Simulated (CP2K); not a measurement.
Vinylsilane has these distinct C atoms: C1 (bonded to C and 2 H) and C2 (bonded to C, Si and H).

```xyz
9

C     1.5104   -0.1403   -0.3387
C     0.5035    0.1005    0.5158
Si   -1.2898    0.0569    0.0228
H     1.3299   -0.3817   -1.3893
H     2.5568   -0.1072   -0.0248
H     0.7593    0.3367    1.5550
H    -2.0384   -0.9600    0.8198
H    -1.3889   -0.2824   -1.4260
H    -1.9429    1.3776    0.2654
```

Their partial C K spectra (CP2K XAS_TDP, all-electron GAPW, PBEh(45%), aug-pc-1, TDA, GW2X-corrected core level, no relativity) are given in random order, each times the number of alike atoms.

Gaussian full width 0.5 eV, oscillator strength per eV, alike atoms added, rows of zeros left out:

| E (eV) | curve 1 | curve 2 |
| --- | --- | --- |
| 285.25 | 0.005 | 0.000 |
| 285.50 | 0.041 | 0.000 |
| 285.75 | 0.089 | 0.007 |
| 286.00 | 0.049 | 0.054 |
| 286.25 | 0.007 | 0.103 |
| 286.50 | 0.000 | 0.051 |
| 286.75 | 0.000 | 0.006 |
| 288.75 | 0.004 | 0.000 |
| 289.00 | 0.012 | 0.000 |
| 289.25 | 0.015 | 0.000 |
| 289.50 | 0.030 | 0.002 |
| 289.75 | 0.037 | 0.009 |
| 290.00 | 0.018 | 0.014 |
| 290.25 | 0.009 | 0.029 |
| 290.50 | 0.005 | 0.033 |
| 290.75 | 0.003 | 0.014 |
| 291.00 | 0.008 | 0.011 |
| 291.25 | 0.016 | 0.011 |
| 291.50 | 0.023 | 0.008 |
| 291.75 | 0.026 | 0.005 |
| 292.00 | 0.022 | 0.011 |
| 292.25 | 0.012 | 0.020 |
| 292.50 | 0.005 | 0.024 |
| 292.75 | 0.004 | 0.013 |
| 293.00 | 0.004 | 0.010 |
| 293.25 | 0.005 | 0.014 |
| 293.50 | 0.003 | 0.010 |
| 293.75 | 0.004 | 0.005 |
| 294.00 | 0.008 | 0.004 |
| 294.25 | 0.018 | 0.003 |
| 294.50 | 0.017 | 0.006 |
| 294.75 | 0.012 | 0.010 |
| 295.00 | 0.019 | 0.011 |
| 295.25 | 0.016 | 0.012 |

Q: Which curve belongs to which atom?

Curve 1: C2 (bonded to C, Si and H), leading line at 285.77 eV (f = 0.048 an atom), ionisation energy 291.12 eV, term value 5.35 eV. Curve 2: C1 (bonded to C and 2 H), leading line at 286.25 eV (f = 0.055 an atom), ionisation energy 291.89 eV, term value 5.64 eV. The leading line of an atom is its first one with 35 % of the strongest within 2.5 eV of its lowest line over the strength cut. A line lies at the core ionisation energy, which rises as an atom loses charge to its neighbours or to a π system, less the term value, which is large for a low π* or σ* orbital with weight on that atom.

[Banner, clock and machine lines of the logs are left out without a mark of their own.]

[Logs are printed without paths, hosts, clocks, repeated set-up lines and the standing remarks that a program may print on its own settings, such as how far it seeks lower states.]

[Hosts, paths, dates, database ids (printed as entryN), source tags and the programs' standing remarks are cut or masked in the printed files.]
